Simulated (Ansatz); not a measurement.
# Mn7Ru, from a guessed structure to a relaxed one

Starting from a made-up structure for Mn7Ru, the aim is the relaxed cell, its shortest contacts and, where a second run follows, its electronic structure.

Method: DFT, PBE, plane-wave PAW, files of the set soft_1, scalar-relativistic, ferromagnetic start, cell and ions relaxed at zero pressure; PAW set soft_1, in Ansatz 0.2.0.

**1. The starting structure**

Symmetry: P-6m2, No. 187, hexagonal system. Conventional cell: a = 5.103 Å, b = 5.103 Å, c = 4.055 Å, α = 90.00°, β = 90.00°, γ = 120.00°. Ru has 12 Mn at 2.48 to 2.55 Å nearest. Mn has 12 Mn at 2.55 Å nearest. Nearest to Mn lie 2 Ru at 2.48 Å and 10 Mn at 2.49 to 2.61 Å. Nearest to Mn lie 10 Mn at 2.42 to 2.68 Å and 2 Ru at 2.55 Å. Farther neighbours are not listed.

**2. Relaxing cell and atoms**

The guessed cell has no reason to be at equilibrium. It is relaxed with the atoms, within the space group of the guess.

input.yaml reads:

```yaml
crystal:
  lattice:
    - [5.103, 0.0, 0.0]
    - [-2.5515, 4.419327636, 0.0]
    - [0.0, 0.0, 4.055]
  atoms:
    - { symbol: Ru, position: [0.0, 0.0, 0.5], spin: 1.0 }
    - { symbol: Mn, position: [0.666666667, 0.333333333, 0.0], spin: 4.0 }
    - { symbol: Mn, position: [0.16255, 0.3251, 0.0], spin: 4.0 }
    - { symbol: Mn, position: [0.6749, 0.83745, 0.0], spin: 4.0 }
    - { symbol: Mn, position: [0.16255, 0.83745, 0.0], spin: 4.0 }
    - { symbol: Mn, position: [0.4916, 0.5084, 0.5], spin: 4.0 }
    - { symbol: Mn, position: [0.0168, 0.5084, 0.5], spin: 4.0 }
    - { symbol: Mn, position: [0.4916, 0.9832, 0.5], spin: 4.0 }
magnetization:
  spin_polarized: true
kpoints:
  mp_grid: { grid: [6, 6, 7] }
scf:
  occupations: { method: fermi_dirac, width: 0.05 }
hamiltonian:
  xc: pbe
  pseudopotentials: { kind: paw, azcp: { folder: soft_1 } }
relax:
  f_tol: 0.015
  max_steps: 70
  cell: {}
output:
  forces: true
  stress: true
```

Started as:

```bash
> ansatz run input.yaml --threads 4 --pin off --max-ram 10240MiB --backend cpu --events-out ev --progress --plain --runs-dir out
```

Numbers of over 12 decimals in the logs are rounded to 6 here.

What it wrote:

```text
Engine: ansatz 0.2.0, aarch64-unknown-linux-gnu
Pseudopotentials: kind: paw
Pseudopotential: Ru, paw, valence charge 16, recommended cutoff 420 eV (normal), soft_1/Ru.paw.azcp
Pseudopotential: Mn, paw, valence charge 15, recommended cutoff 420 eV (normal), soft_1/Mn.paw.azcp
Functional definition: PBE
  parameter kappa = 0.804
  parameter beta = 0.066725
  exchange = pbe_x(kappa = kappa, mu = beta*pi^2/3)
  correlation = pbe_c(beta = beta)
Crystal: 8 atoms, lattice volume = 91.448 Å³
Basis set: ecut = 420 eV, 1783 PW (Γ), exchange–correlation on 72×72×60 points (8 copies of the dense FFT grid, shifted against one another)
Bands: 90, of which v1, the nominal top of the filled ones, is band 61 counted from 1 (60 counted from 0)
Symmetry: 12 space group operations
Space group: P-6m2 (ITA 187), of the structure as read, at distance tolerance 4.5e-5 Å
Magnetic group: BNS 187.209 (UNI 1439), of the structure as read, at distance tolerance 4.5e-5 Å
k-points: 28 of 252 (time reversal used)
Non-local potential: Ru, projectors of the file, l = 0: 3, l = 1: 2, l = 2: 2, l = 3: 1
Non-local potential: Mn, projectors of the file, l = 0: 3, l = 1: 2, l = 2: 3, l = 3: 1
PAW form: soft (Blöchl's): semilocal exchange-correlation on the pseudo side does not see the compensation charge
PAW one-centre angular grid: Ru, 590 points (default); XC on 64 Gauss nodes
PAW one-centre angular grid: Mn, 590 points (default); XC on 64 Gauss nodes
Initial density: superposition of atomic densities (chi_scale 0.1, normalization cell, long waves kept (reshape's long-wave potential 0.00 eV rms))
Starting moments: Σ|m| = 29 μB on 8 of 8 sites
Initial wavefunctions: pseudopotential atomic-orbital guess
Functional: x = pbe(κ = 0.804, μ = 0.219515), c = pbe(β = 0.066725)
SCF iter   1: F=—  HF=-33159.865889 eV  |F-HF|=—  |Δ(HF+E_count)|=         —  Δρ=9.65e-2 (↑9.65e-2 ↓8.12e-2)  dr2=2.70e1  dr2_m=3.34e0  M=22.412 μB ∫|m|=22.487 μB  β_m=0.30  ethr=3.10e-3  ⟨swp⟩=5.7  Hψ=16475  notcnv=0  defer=8
Mixer restart at iter 1: flushing history
preconditioner: auto → Kerker (q_TF=auto, 2.859 Å⁻¹)  [metal: Δε(μ)=0.013 eV  Ē_g=8.882 eV  σ=0.050 eV  W_gap=0.07  n_scr=32 (ndim 8)  ℏωp=29.3 eV  f_vac=0.000  D(μ)=11.82/eV (n_scr^D=150)]
spin=Collinear: Kerker preconditioning applied to the charge; magnetization (m = ρ↑ − ρ↓) channel mixes plain (no charge-response kernel on spin).
SCF iter   2: F=—  HF=-33160.736594 eV  |F-HF|=—  |Δ(HF+E_count)|=   8.71e-1  Δρ=6.95e-2 (↑6.95e-2 ↓6.67e-2)  dr2=1.48e1  dr2_m=2.29e0  M=21.664 μB ∫|m|=21.773 μB  β_m=0.65  ethr=3.10e-3  ⟨swp⟩=2.0  Hψ=8689  notcnv=0  defer=551
SCF iter   3: F=—  HF=-33164.585929 eV  |F-HF|=—  |Δ(HF+E_count)|=    3.85e0  Δρ=5.11e-2 (↑5.11e-2 ↓3.71e-2)  dr2=8.52e-1  dr2_m=1.40e0  M=17.795 μB ∫|m|=18.149 μB  β_m=0.82  ethr=3.10e-3  ⟨swp⟩=3.6  Hψ=10762  notcnv=0  defer=550
SCF iter   4: F=—  HF=-33165.890631 eV  |F-HF|=—  |Δ(HF+E_count)|=    1.30e0  Δρ=3.42e-2 (↑3.12e-2 ↓3.42e-2)  dr2=2.71e-1  dr2_m=8.48e-1  M=16.120 μB ∫|m|=16.591 μB  β_m=0.91  ethr=7.04e-4  ⟨swp⟩=2.6  Hψ=9592  notcnv=0  defer=577
SCF iter   5: F=—  HF=-33177.549840 eV  |F-HF|=—  |Δ(HF+E_count)|=         —  Δρ=2.47e-1 (↑2.47e-1 ↓2.02e-1)  dr2=1.53e0  dr2_m=4.21e1  M=1.572 μB ∫|m|=1.972 μB  β_m=1.00  ethr=2.24e-4  ⟨swp⟩=2.8  Hψ=9960  notcnv=0  defer=577
Mixer restart at iter 5: flushing history
SCF iter   6: F=—  HF=-33170.746988 eV  |F-HF|=—  |Δ(HF+E_count)|=    6.80e0  Δρ=3.96e-2 (↑1.76e-2 ↓3.96e-2)  dr2=1.79e0  dr2_m=1.24e-1  M=1.022 μB ∫|m|=1.183 μB  β_m=0.91  ethr=4.13e-5  ⟨swp⟩=3.4  Hψ=13449  notcnv=0  defer=634
SCF iter   7: F=—  HF=-33171.068654 eV  |F-HF|=—  |Δ(HF+E_count)|=   3.22e-1  Δρ=4.61e-2 (↑4.61e-2 ↓2.40e-2)  dr2=2.86e0  dr2_m=1.37e-1  M=0.346 μB ∫|m|=0.450 μB  β_m=0.66  ethr=4.13e-5  ⟨swp⟩=3.1  Hψ=14203  notcnv=0  defer=636
SCF iter   8: F=—  HF=-33169.949262 eV  |F-HF|=—  |Δ(HF+E_count)|=    1.12e0  Δρ=1.08e-2 (↑1.08e-2 ↓8.40e-3)  dr2=9.96e-3  dr2_m=7.65e-2  M=0.385 μB ∫|m|=0.489 μB  β_m=0.58  ethr=4.13e-5  ⟨swp⟩=3.2  Hψ=12422  notcnv=0  defer=636
SCF iter   9: F=—  HF=-33169.955755 eV  |F-HF|=—  |Δ(HF+E_count)|=   6.49e-3  Δρ=5.84e-3 (↑5.84e-3 ↓4.77e-3)  dr2=2.33e-2  dr2_m=1.71e-2  M=-0.011 μB ∫|m|=0.675 μB  β_m=0.66  ethr=8.23e-6  ⟨swp⟩=2.0  Hψ=9806  notcnv=0  defer=636
SCF iter  10: F=—  HF=-33169.946490 eV  |F-HF|=—  |Δ(HF+E_count)|=   9.27e-3  Δρ=6.09e-3 (↑5.17e-3 ↓6.09e-3)  dr2=9.43e-3  dr2_m=2.42e-2  M=-0.122 μB ∫|m|=0.867 μB  β_m=0.83  ethr=8.23e-6  ⟨swp⟩=2.0  Hψ=9118  notcnv=0  defer=636
SCF iter  11: F=—  HF=-33169.955129 eV  |F-HF|=—  |Δ(HF+E_count)|=   8.64e-3  Δρ=7.62e-3 (↑7.62e-3 ↓7.10e-3)  dr2=3.55e-4  dr2_m=4.54e-2  M=-0.007 μB ∫|m|=1.309 μB  β_m=0.54  ethr=7.80e-6  ⟨swp⟩=2.0  Hψ=9274  notcnv=0  defer=636
SCF iter  12: F=-33169.957526 eV  HF=-33169.968465 eV  |F-HF|=1.09e-2  |Δ(HF+E_count)|=   1.33e-2  Δρ=1.09e-2 (↑1.09e-2 ↓1.05e-2)  dr2=1.27e-3  dr2_m=9.53e-2  M=-0.071 μB ∫|m|=2.110 μB  β_m=0.33  ethr=2.93e-7  ⟨swp⟩=2.1  Hψ=8864  notcnv=0  defer=636
SCF iter  13: F=-33169.965744 eV  HF=-33169.981931 eV  |F-HF|=1.62e-2  |Δ(HF+E_count)|=   1.35e-2  Δρ=1.31e-2 (↑1.31e-2 ↓1.21e-2)  dr2=3.27e-3  dr2_m=1.33e-1  M=-0.079 μB ∫|m|=2.829 μB  β_m=0.96  ethr=2.93e-7  ⟨swp⟩=2.1  Hψ=8738  notcnv=0  defer=636
SCF iter  14: F=-33169.946132 eV  HF=-33169.973748 eV  |F-HF|=2.76e-2  |Δ(HF+E_count)|=   8.18e-3  Δρ=1.32e-2 (↑9.32e-3 ↓1.32e-2)  dr2=1.78e-2  dr2_m=1.06e-1  M=-0.048 μB ∫|m|=2.231 μB  β_m=0.70  ethr=2.93e-7  ⟨swp⟩=2.5  Hψ=9936  notcnv=0  defer=636  recentre
SCF iter  15: F=-33169.983773 eV  HF=-33169.996601 eV  |F-HF|=1.28e-2  |Δ(HF+E_count)|=   2.29e-2  Δρ=1.20e-2 (↑1.20e-2 ↓1.15e-2)  dr2=4.80e-4  dr2_m=1.16e-1  M=-0.063 μB ∫|m|=3.979 μB  β_m=0.88  ethr=2.93e-7  ⟨swp⟩=3.0  Hψ=11037  notcnv=0  defer=636
SCF iter  16: F=-33170.000291 eV  HF=-33170.000500 eV  |F-HF|=2.09e-4  |Δ(HF+E_count)|=   3.90e-3  Δρ=1.97e-3 (↑1.97e-3 ↓1.65e-3)  dr2=8.82e-4  dr2_m=2.55e-3  M=-0.020 μB ∫|m|=5.728 μB  β_m=0.97  ethr=2.93e-7  ⟨swp⟩=3.0  Hψ=11357  notcnv=0  defer=636
SCF iter  17: F=-33169.998536 eV  HF=-33170.002020 eV  |F-HF|=3.48e-3  |Δ(HF+E_count)|=   1.52e-3  Δρ=4.94e-3 (↑4.94e-3 ↓4.82e-3)  dr2=1.40e-3  dr2_m=1.97e-2  M=-0.016 μB ∫|m|=5.442 μB  β_m=0.99  ethr=2.93e-7  ⟨swp⟩=2.0  Hψ=9110  notcnv=0  defer=636  recentre
SCF iter  18: F=-33170.000251 eV  HF=-33170.001482 eV  |F-HF|=1.23e-3  |Δ(HF+E_count)|=   5.38e-4  Δρ=3.48e-3 (↑2.94e-3 ↓3.48e-3)  dr2=3.67e-4  dr2_m=8.59e-3  M=-0.012 μB ∫|m|=5.622 μB  β_m=0.92  ethr=2.93e-7  ⟨swp⟩=2.0  Hψ=8658  notcnv=0  defer=636
[...]
SCF iter   4: F=—  HF=-33170.251259 eV  |F-HF|=—  |Δ(HF+E_count)|=   1.09e-6  Δρ=7.19e-6 (↑7.19e-6 ↓6.61e-6)  dr2=7.02e-8  dr2_m=2.12e-8  M=0.199 μB ∫|m|=4.526 μB  β_m=0.68  ethr=8.00e-11  ⟨swp⟩=2.0  Hψ=7892  notcnv=0
SCF iter   5: F=—  HF=-33170.251259 eV  |F-HF|=—  |Δ(HF+E_count)|=   5.06e-7  Δρ=7.52e-6 (↑7.52e-6 ↓6.77e-6)  dr2=7.22e-8  dr2_m=2.84e-8  M=0.199 μB ∫|m|=4.526 μB  β_m=0.84  ethr=5.81e-11  ⟨swp⟩=2.0  Hψ=8073  notcnv=0
SCF iter   6: F=—  HF=-33170.251260 eV  |F-HF|=—  |Δ(HF+E_count)|=   3.60e-7  Δρ=9.64e-6 (↑9.64e-6 ↓5.60e-6)  dr2=5.16e-8  dr2_m=3.81e-8  M=0.199 μB ∫|m|=4.525 μB  β_m=0.92  ethr=5.81e-11  ⟨swp⟩=2.0  Hψ=8432  notcnv=0
SCF iter   7: F=—  HF=-33170.251260 eV  |F-HF|=—  |Δ(HF+E_count)|=   6.47e-8  Δρ=9.56e-6 (↑7.59e-6 ↓9.56e-6)  dr2=2.32e-7  dr2_m=2.55e-8  M=0.200 μB ∫|m|=4.524 μB  β_m=0.91  ethr=4.27e-11  ⟨swp⟩=2.0  Hψ=8541  notcnv=0
SCF iter   8: F=—  HF=-33170.251260 eV  |F-HF|=—  |Δ(HF+E_count)|=   6.40e-8  Δρ=6.18e-6 (↑6.18e-6 ↓4.80e-6)  dr2=1.62e-7  dr2_m=2.26e-9  M=0.200 μB ∫|m|=4.523 μB  β_m=0.70  ethr=4.27e-11  ⟨swp⟩=2.3  Hψ=7636  notcnv=0
SCF iter   9: F=—  HF=-33170.251260 eV  |F-HF|=—  |Δ(HF+E_count)|=   7.91e-8  Δρ=2.45e-6 (↑2.45e-6 ↓1.46e-6)  dr2=1.34e-8  dr2_m=6.58e-10  M=0.200 μB ∫|m|=4.523 μB  β_m=0.75  ethr=4.27e-11  ⟨swp⟩=2.0  Hψ=7612  notcnv=0
SCF iter  10: F=—  HF=-33170.251260 eV  |F-HF|=—  |Δ(HF+E_count)|=   3.81e-8  Δρ=4.73e-7 (↑4.21e-7 ↓4.73e-7)  dr2=1.05e-9  dr2_m=3.68e-11  M=0.199 μB ∫|m|=4.523 μB  β_m=0.69  ethr=1.11e-11  ⟨swp⟩=2.0  Hψ=8202  notcnv=0
SCF iter  11: F=—  HF=-33170.251260 eV  |F-HF|=—  |Δ(HF+E_count)|=   1.94e-9  Δρ=5.70e-7 (↑5.70e-7 ↓1.81e-7)  dr2=1.94e-10  dr2_m=1.03e-10  M=0.199 μB ∫|m|=4.523 μB  β_m=0.67  ethr=1.00e-12  ⟨swp⟩=2.0  Hψ=6758  notcnv=0
SCF iter  12: F=—  HF=-33170.251260 eV  |F-HF|=—  |Δ(HF+E_count)|=  1.60e-10  Δρ=2.77e-7 (↑2.77e-7 ↓2.37e-7)  dr2=6.30e-11  dr2_m=4.11e-11  M=0.199 μB ∫|m|=4.523 μB  β_m=0.81  ethr=1.00e-12  ⟨swp⟩=1.2  Hψ=5074  notcnv=0
SCF iter  13: F=—  HF=-33170.251260 eV  |F-HF|=—  |Δ(HF+E_count)|=  1.89e-10  Δρ=2.22e-7 (↑2.22e-7 ↓2.00e-7)  dr2=4.56e-11  dr2_m=2.90e-11  M=0.199 μB ∫|m|=4.523 μB  β_m=0.75  ethr=1.00e-12  ⟨swp⟩=2.1  Hψ=6082  notcnv=0
SCF iter  14: F=—  HF=-33170.251260 eV  |F-HF|=—  |Δ(HF+E_count)|=  2.91e-11  Δρ=2.15e-7 (↑2.15e-7 ↓1.39e-7)  dr2=3.15e-11  dr2_m=2.08e-11  M=0.199 μB ∫|m|=4.523 μB  β_m=0.83  ethr=1.00e-12  ⟨swp⟩=1.1  Hψ=5044  notcnv=0
SCF iter  15: F=—  HF=-33170.251260 eV  |F-HF|=—  |Δ(HF+E_count)|=  7.28e-12  Δρ=1.23e-7 (↑1.23e-7 ↓7.25e-8)  dr2=4.40e-11  dr2_m=2.52e-12  M=0.199 μB ∫|m|=4.523 μB  β_m=0.65  ethr=1.00e-12  ⟨swp⟩=2.0  Hψ=5637  notcnv=0
SCF iter  16: F=—  HF=-33170.251260 eV  |F-HF|=—  |Δ(HF+E_count)|=  2.18e-11  Δρ=1.39e-7 (↑1.39e-7 ↓1.11e-7)  dr2=7.93e-12  dr2_m=1.15e-11  M=0.199 μB ∫|m|=4.523 μB  β_m=0.51  ethr=1.00e-12  ⟨swp⟩=1.0  Hψ=5040  notcnv=0
SCF iter  17: F=-33170.251260 eV  HF=-33170.251260 eV  |F-HF|=0.00e0  |Δ(HF+E_count)|=    0.00e0  Δρ=4.79e-8 (↑4.79e-8 ↓4.05e-8)  dr2=6.19e-12  dr2_m=2.29e-13  M=0.199 μB ∫|m|=4.523 μB  ethr=1.00e-12  ⟨swp⟩=2.0  Hψ=11886  notcnv=0
the starting moments were not kept: 4 of 8 ended reversed and 4 kept their direction, counting a site from 0.1 of the cell's largest site moment. The largest reversed, site 7 (counted from 0, in the order of the report's site_moments_mub), started with +4.0 μB and closes at -6.6e-1 μB in its sphere. The net magnetisation is 1.9e-1 μB in size, at most 0.1 of the 29 μB that the starting moments add up to as vectors.
SCF 7 converged in 17 iterations: F = -33170.251260 eV  dr2 = 6.19e-12
relax step   7: F+E_penalty+E_count = -33170.25125979 eV  Δ(F+E_penalty+E_count) = +3.977e-3 eV  max|allowed force component| = 6.147e-4 eV/Å  Δτ_max = 0.0000 Å  P = -0.006 GPa  Ω = 89.719 Å³  stress off target by 2.26e-2 GPa  SCF on the basis re-selected at this cell (its energy is not comparable with the rows above)  (17 SCF iters)
basis re-selected at this cell: Δ(F+E_penalty+E_count) = +3.977e-3 eV, ΔP = -0.004 GPa vs the last step (what re-selecting the basis moved, of the pressure what is left beyond the Pulay correction that the steps carried, after the strain that the cell walked since its last selection, with what the two solves' SCF thresholds leave and, on support functions, any second-order correction that the steps lacked; it is no m [...]
an SCF from ferrimagnetic starting moments (1.00, 4.00, -4.00, 4.00, 4.00, -4.00, -4.00, -4.00 Bohr magnetons, atom by atom) was not made, so that it is not known whether that order lies lower: the deck asks for what bars it, or types moments that do (magnetization.spin_polarized, in the input reference, names some of the keys), or the run goes by scf.lower_state_search: light, the default, which as a rule tries one only behind a close that has lost an order of both signs, or on which an open d or half-filled 4f shell of a PAW file has lost a moment that was set nearer to Hund's than to what is left; [rest of the remark cut]
SCF converged after 17 iterations
Magnetization: 0.1995 μB (60.5997 up, 60.4003 down)
Absolute magnetization: 4.5244 μB (∫|ρ↑−ρ↓|, with the PAW one-centre terms)
Spin contamination: 0.8905 ħ² per cell (⟨S²⟩ above its minimum at these occupations)
Per-site moments (μB) at R_I (Å): [(-0.073611, 1.040640), (0.710599, 1.030563), (0.510505, 1.013026), (0.510505, 1.013026), (0.510505, 1.013026), (-0.661532, 1.026032), (-0.661532, 1.026032), (-0.661532, 1.026032)]
Free energy (F): -33170.251260 eV
Harris-Foulkes:  -33170.251260 eV  (|F-HF|=0.00e0)
Internal energy: -33170.170804 eV  (E = F + TS)
E sigma→0 (E₀):  -33170.211032 eV
Entropy (-TS):   -0.080455 eV (-10.057 meV/atom)
Fermi energy:    20.303929 eV
--- Per-component energies (eV) ---
  E_band       = -1191.792898
  E_kinetic    = 2712.014216
  E_local      = -13910.634537  (includes V_loc(G=0)·N_el)
  E_nonlocal   = 3575.903177
  E_hartree    = 5166.605748
  E_xc         = -947.682742
  E_vxc        = -1210.530284  (∫ρ·V_xc dr)
  E_paw        = -12765.305567  (= ΣΔE_a)
  E_vpaw       = -2691.758657  (= ΣTr[D̂ρ^β])
  E_aug_tail   = 0.001439  (compensation charges beyond the density's cutoff)
  E_ewald      = -17001.072538
  E_smearing   = -0.080455  (= −TS)
  E_closure    = 0.000000  (closes the sum)
  Σ components = -33170.251260   (vs F -33170.251260, Δ=0.00e0)
--- Forces (eV/Å), atoms counted from 1 ---
  atom   1  Ru    -0.00000000     0.00000000     0.00000000
  atom   2  Mn     0.00000000     0.00000000    -0.00000000
  atom   3  Mn     0.00000000    -0.00061471    -0.00000000
  atom   4  Mn     0.00053235     0.00030736    -0.00000000
  atom   5  Mn    -0.00053235     0.00030736    -0.00000000
  atom   6  Mn    -0.00013284     0.00007670     0.00000000
  atom   7  Mn     0.00013284     0.00007670    -0.00000000
  atom   8  Mn    -0.00000000    -0.00015339     0.00000000
  max |Σ_I F_I| component: 8.70e-18 eV/Å
--- Stress (GPa, compression-positive) ---
       -0.019824      -0.000000       0.000000
        0.000000      -0.019824       0.000000
        0.000000       0.000000       0.022645
  P = ⅓ Tr σ = -0.0057 GPa (-0.057 kbar)
--- Relaxed structure (6 steps of the walk, 6 accepted, 1 SCFs on fresh bases) ---
  F+E_penalty+E_count = -33170.25125979 eV   max|allowed force component| = 6.147e-4 eV/Å   (the final SCF, on the basis selected at the relaxed cell)
  cell:  # Å, volume = 89.7191 Å³
    - [5.052920, -5.559975638305818e-18, 0]
    - [-2.526460, 4.375957, 0]
    - [0, 0, 4.057601]
  atoms:
    - { symbol: Ru, position: [-8.683525036231566e-18, 5.490652139698069e-18, 0.5] }
    - { symbol: Mn, position: [0.666667, 0.333333, 0] }
    - { symbol: Mn, position: [0.171327, 0.342653, 0] }
    - { symbol: Mn, position: [0.657347, 0.828673, 0] }
    - { symbol: Mn, position: [0.171327, 0.828673, 0.0] }
    - { symbol: Mn, position: [0.500079, 0.499921, 0.5] }
    - { symbol: Mn, position: [-0.000158871, 0.499921, 0.5] }
    - { symbol: Mn, position: [0.500079, 1.000159, 0.5] }
```

The job ended after 3.2 min (4 threads of Arm Neoverse V1, shared host; peak memory 0.69 GiB).

The steps of the relaxation:

| step | energy less that of the first step (eV) | largest force component (eV/Å) | pressure (GPa) | volume (Å³) |
| --- | --- | --- | --- | --- |
| 1 | 0.0000 | 1.0336 | -1.82 | 91.45 |
| 2 | -0.1571 | 0.6887 | -0.43 | 90.41 |
| 3 | -0.2474 | 0.2535 | 1.03 | 89.29 |
| 4 | -0.2536 | 0.0103 | -0.25 | 89.84 |
| 5 | -0.2541 | 0.0056 | 0.09 | 89.68 |
| 6 | -0.2540 | 0.0001 | 0.00 | 89.72 |
| 7* | -0.2500 | 0.0006 | -0.01 | 89.72 |

Relaxation steps marked * repeat the geometry before them on a plane-wave basis chosen anew for their cell, so energy and pressure can jump there.

The run keeps the 12 symmetry operations that it works with, so distortions that break them were not tested.

| conventional cell, symmetrised | before | after | change |
| --- | --- | --- | --- |
| a (Å) | 5.103 | 5.053 | -1.0 % |
| b (Å) | 5.103 | 5.053 | -1.0 % |
| c (Å) | 4.055 | 4.058 | +0.1 % |
| volume (Å³/atom) | 11.43 | 11.21 | -1.9 % |

The atoms that moved most (Å, as changes of fractional coordinates times the final cell):

| atom | dx | dy | dz | length |
| --- | --- | --- | --- | --- |
| Mn4 | -0.067 | -0.038 | 0.000 | 0.077 |
| Mn5 | 0.067 | -0.038 | 0.000 | 0.077 |
| Mn3 | 0.000 | 0.077 | 0.000 | 0.077 |
| Mn8 | 0.000 | 0.074 | 0.000 | 0.074 |
| Mn7 | -0.064 | -0.037 | 0.000 | 0.074 |
| Mn6 | 0.064 | -0.037 | 0.000 | 0.074 |

The relaxed structure:

```xyz
8
Lattice="5.0529 0.0000 0.0000 -2.5265 4.3760 0.0000 0.0000 0.0000 4.0576" Properties=species:S:1:pos:R:3 pbc="T T T"
Ru    0.0000    0.0000    2.0288
Mn    2.5265    1.4587    0.0000
Mn    0.0000    1.4994    0.0000
Mn    1.2279    3.6262    0.0000
Mn   -1.2279    3.6262    0.0000
Mn    1.2638    2.1876    2.0288
Mn   -1.2638    2.1876    2.0288
Mn    0.0000    4.3767    2.0288
```

This step gave:

- free energy: -33170.2513 eV
- energy at zero smearing: -33170.2110 eV
- smearing term TS: 0.08046 eV
- Fermi energy: 20.30 eV
- magnetization: 0.1995 μB
- absolute magnetization: 4.524 μB
- site moments: -0.07361, 0.7106, 0.5105, 0.5105, 0.5105, -0.6615, -0.6615, -0.6615 μB
- electrons: 121
- symmetry operations: 12
- pressure: -0.005668 GPa

Site moment by atom:

| atom | site moment (μB) |
| --- | --- |
| Ru1 | -0.074 |
| Mn2 | 0.711 |
| Mn3 | 0.511 |
| Mn4 | 0.511 |
| Mn5 | 0.511 |
| Mn6 | -0.662 |
| Mn7 | -0.662 |
| Mn8 | -0.662 |

Shortest distances by pair of elements, guess and relaxed (not always the same contact):

| pair | guess (Å) | relaxed (Å) |
| --- | --- | --- |
| Mn–Mn | 2.423 | 2.456 |
| Mn–Ru | 2.485 | 2.523 |
| Ru–Ru | 4.055 | 4.058 |

The relaxation ends with a largest force component of 6.1e-4 eV/Å and a pressure of -0.01 GPa.

**3. Outcome**

```json
{
  "space group, relaxed": "P-6m2",
  "conventional cell": "a = 5.053, b = 5.053, c = 4.058 Å; α = 90.0°, β = 90.0°, γ = 120.0°",
  "volume per atom": "11.21 Å³ (guess 11.43)",
  "total moment": "0.20 μB in the cell of 8 atoms"
}
```

What this shows: Mn7Ru relaxes to P-6m2 with a = 5.053, b = 5.053 and c = 4.058 Å. The guessed volume was 2 % too large. The space group P-6m2 was held in the relaxation, so the end point is a stationary structure within it and may be a saddle against distortions or other arrangements. The input starts from parallel moments, and no other start was typed; the run left that order, and the end state is ferrimagnetic. Mesh and cutoff weren't tested. No dispersion term is used, so weakly bound directions may come out too long. Nothing here tests whether the compound is stable against decomposition.

[Logs are printed without paths, hosts, clocks, repeated set-up lines and the standing remarks that a program may print on its own settings, such as how far it seeks lower states.]

[Hosts, paths, dates, database ids (printed as entryN), source tags and the programs' standing remarks are cut or masked in the printed files.]
